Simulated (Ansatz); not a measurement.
# λ, α²F and ρ(T) of Tm (P6_3/mmc), part 2 of 2

Question: is the lattice of Tm (P6_3/mmc) stable, and if so, what are its coupling constant and resistivity?

Ansatz 0.2.0; DFT PBE, scalar-relativistic, plane waves, norm-conserving pseudopotentials, 4f of the trivalent lanthanide in the core.

So far, coupling constant λ: step 5 (coupling and resistivity: q 2×2×2, k 6×6×4, scattering 8×8×8) 0.552; step 6 (k-mesh 9×9×4, scattering mesh 12×12×8, q mesh 3×3×2) 0.591; step 7 (k-mesh 9×9×6, scattering mesh 18×18×8, q mesh 3×3×2) 0.588. Also resistivity at 300 K (μΩ cm): step 5 43.9; step 6 49.4; step 7 50.4. The relaxed cell has a = 3.547, c = 5.501 Å (conventional setting).

**8. Resistivity: q 3×3×3, k 12×12×6, scattering 18×18×12 (continued)**

Solved on the 3×3×3 mesh alone; all other wavevectors are interpolated. Phonon branches along the path, in cm⁻¹:

```csv
point,branch 1,branch 2,branch 3,branch 4,branch 5,branch 6
Γ,0,0,0,68,68,120
halfway,45,46,70,85,89,118
M,61,68,98,99,102,110
halfway,71,74,91,100,104,105
K,85,85,89,89,97,107
halfway,51,58,70,91,92,117
Γ,0,0,0,68,68,120
halfway,26,26,46,64,64,109
A,49,49,49,49,83,83
halfway,63,63,65,65,92,92
L,61,61,75,75,107,107
halfway,54,54,85,85,104,104
H,49,49,95,95,98,98
halfway,58,58,73,73,94,94
A,49,49,49,49,83,83
jump to L,61,61,75,75,107,107
halfway,62,65,84,90,105,108
M,61,68,98,99,102,110
jump to H,49,49,95,95,98,98
halfway,65,65,96,97,97,101
K,85,85,89,89,97,107
```

By its own test the run is not converged in the mesh. λ = 0.585 and 49.6 μΩ cm at 300 K, against 0.588 and 50.4 in the run with q 3×3×2, k 9×9×6, scattering 18×18×8 (-0.5 % and -1.5 %). The run's own test puts 10 % between its two finest meshes on the component of the resistivity at 300 K that moves most, more than that change.

**9. The ladder**

Times are for 4 threads of Arm Neoverse V2, shared host. The runs compared:

| no. | run | resistivity at 300 K (μΩ cm, mean of the axes) | coupling constant λ | log mean phonon energy ħω_log (meV) | time | memory (GiB) |
| --- | --- | --- | --- | --- | --- | --- |
| 1 | q 2×2×2, k 6×6×4, scattering 8×8×8 | 43.85 | 0.5516 | 9.465 | 54 s | 0.95 |
| 2 | q 3×3×2, k 9×9×4, scattering 12×12×8 | 49.42 | 0.5906 | 8.798 | 3.4 min | 2.2 |
| 3 | q 3×3×2, k 9×9×6, scattering 18×18×8 | 50.41 | 0.5883 | 8.776 | 4.2 min | 2.2 |
| 4 | q 3×3×3, k 12×12×6, scattering 18×18×12 | 49.64 | 0.5851 | 8.743 | 7.1 min | 3.1 |

The runs together, line α²F. The Eliashberg function α²F, α²F by phonon energy; read off at these points:

```csv
phonon energy (meV),"q 2×2×2, k 6×6×4, scattering 8×8×8","q 3×3×2, k 9×9×4, scattering 12×12×8","q 3×3×2, k 9×9×6, scattering 18×18×8","q 3×3×3, k 12×12×6, scattering 18×18×12"
0.50,0,0,0,0
1.00,0,1.9e-5,8.9e-5,1.2e-4
1.50,2.1e-4,2.4e-4,4.4e-4,7.8e-4
2.00,6.5e-4,9.6e-4,0.00134,0.00191
2.50,0.00187,0.00249,0.00260,0.00331
3.00,0.00442,0.00456,0.00470,0.00544
3.50,0.00796,0.00765,0.00759,0.00870
4.00,0.0128,0.0119,0.0118,0.0138
4.50,0.0188,0.0184,0.0180,0.0212
5.00,0.0272,0.0273,0.0273,0.0313
5.50,0.0404,0.0430,0.0419,0.0455
6.00,0.0583,0.0687,0.0689,0.0713
6.50,0.0839,0.267,0.397,0.434
6.63,0.0918,0.496,0.525,0.491
6.75,0.0997,0.528,0.496,0.460
7.00,0.121,0.519,0.468,0.434
7.50,0.206,0.407,0.391,0.382
8.00,0.351,0.332,0.324,0.311
8.50,0.549,0.282,0.279,0.274
9.00,0.391,0.272,0.287,0.277
9.50,0.285,0.343,0.334,0.335
10.00,0.422,0.364,0.366,0.357
10.10,0.425,0.351,0.360,0.356
10.50,0.383,0.376,0.353,0.369
11.00,0.359,0.319,0.299,0.311
11.50,0.385,0.295,0.300,0.296
12.00,0.453,0.390,0.317,0.322
12.25,0.636,0.636,0.607,0.562
12.37,0.626,0.586,0.664,0.595
12.50,0.553,0.501,0.537,0.516
13.00,0.220,0.291,0.328,0.300
13.50,0.181,0.105,0.112,0.121
14.00,0.112,0.0449,0.0438,0.0611
14.50,0.0566,0.0240,0.0222,0.0266
15.00,0.0386,-,-,-
```

**10. What came out**

- run: PBE, q 3×3×3, k 12×12×6, scattering 18×18×12
- coupling constant λ: 0.585
- log mean phonon energy ħω_log: 8.74 meV
- states at the Fermi level: 1.66 states/eV/spin/cell
- resistivity at 300 K: 61.1, 61.1, 26.8 μΩ cm (xx, yy, zz)
- Drude plasma energy: 3.52, 3.52, 5.30 eV (xx, yy, zz)
- resistivity times mean free path: 14.4, 14.4, 6.09 × 10⁻¹⁶ Ω m² (xx, yy, zz)
- change between its two finest scattering meshes: λ 8 %, resistivity at 300 K 10 %
- time of that run: 7.1 min

In words: On the last rung that gave a resistivity at the base settings (q 3×3×3, k 12×12×6, scattering 18×18×12), Tm (P6_3/mmc) has λ = 0.59 and a phonon-limited resistivity of 49.6 μΩ cm at 300 K. Across the runs of step 9 the resistivity at 300 K runs from 43.9 μΩ cm, mean of the axes (q 2×2×2, k 6×6×4, scattering 8×8×8) to 50.4 μΩ cm, mean of the axes (q 3×3×2, k 9×9×6, scattering 18×18×8), while the wall time spans a factor of 7.9. The coupling is moderate (λ = 0.59), so phonons raise the electrons' mass at the Fermi surface by about 59 %. At 800 K the mean free path from ρℓ/ρ falls to about 0.78 nm in the direction where it is shortest, a few atomic spacings, where real metals begin to saturate below the Boltzmann values. Values of ρ(T) under 50 K rest on the softest modes, mostly interpolated ones, and are the least sure of the table. The high-temperature form ρ = 2π k_B T λ_tr/(ħ ε₀ ω_p²) gives 64.0 μΩ cm along x at 300 K, against 61.1 from the Boltzmann equation. Conduction is anisotropic: the resistivity differs by a factor of 2.3 between the axes. The three lowest branches give 62 % of λ. By the run's own test, which takes the component that moves most, the resistivity at 300 K moves by 10 % between its two finest scattering meshes, so it is not converged. In the run quoted no mode is imaginary at the wavevectors of the 3×3×3 mesh; wavevectors off that mesh are interpolated. Only scattering by harmonic phonons counts; impurities, grain boundaries and thermal expansion are left out. The 4f shell is frozen in the core as a trivalent ion, so 4f moments, their disorder scattering and any valence change are absent.

Comparison with the measured values:

```
                                                                                                                                                   quantity  measured  q 2×2×2, fine 8×8×8  q 3×3×2, fine 12×12×8  q 3×3×2, fine 18×18×8  q 3×3×3, fine 18×18×12
resistivity at 295 K (computed: phonon part alone; the measured value holds the sample's residual resistivity and scattering by disordered moments) (μΩ cm)      67.6      43.08 (-36.3 %)        48.57 (-28.2 %)        49.54 (-26.7 %)         48.78 (-27.8 %)
```

Measured values from CRC Press, section 12, read from Wikipedia's data page (2003).

**Verdict.** For the resistivity at 295 K, of the levels listed nearest comes q 3×3×2, fine 18×18×8 (-26.7 %) and farthest q 2×2×2, fine 8×8×8 (-36.3 %). The magnetic state of these runs (no moments) need not be that of the sample, so the match is not graded. Limits of convergence are named above.

[Logs are printed without paths, hosts, clocks, repeated set-up lines and the standing remarks that a program may print on its own settings, such as how far it seeks lower states.]

[Hosts, paths, dates, database ids (printed as entryN), source tags and the programs' standing remarks are cut or masked in the printed files.]
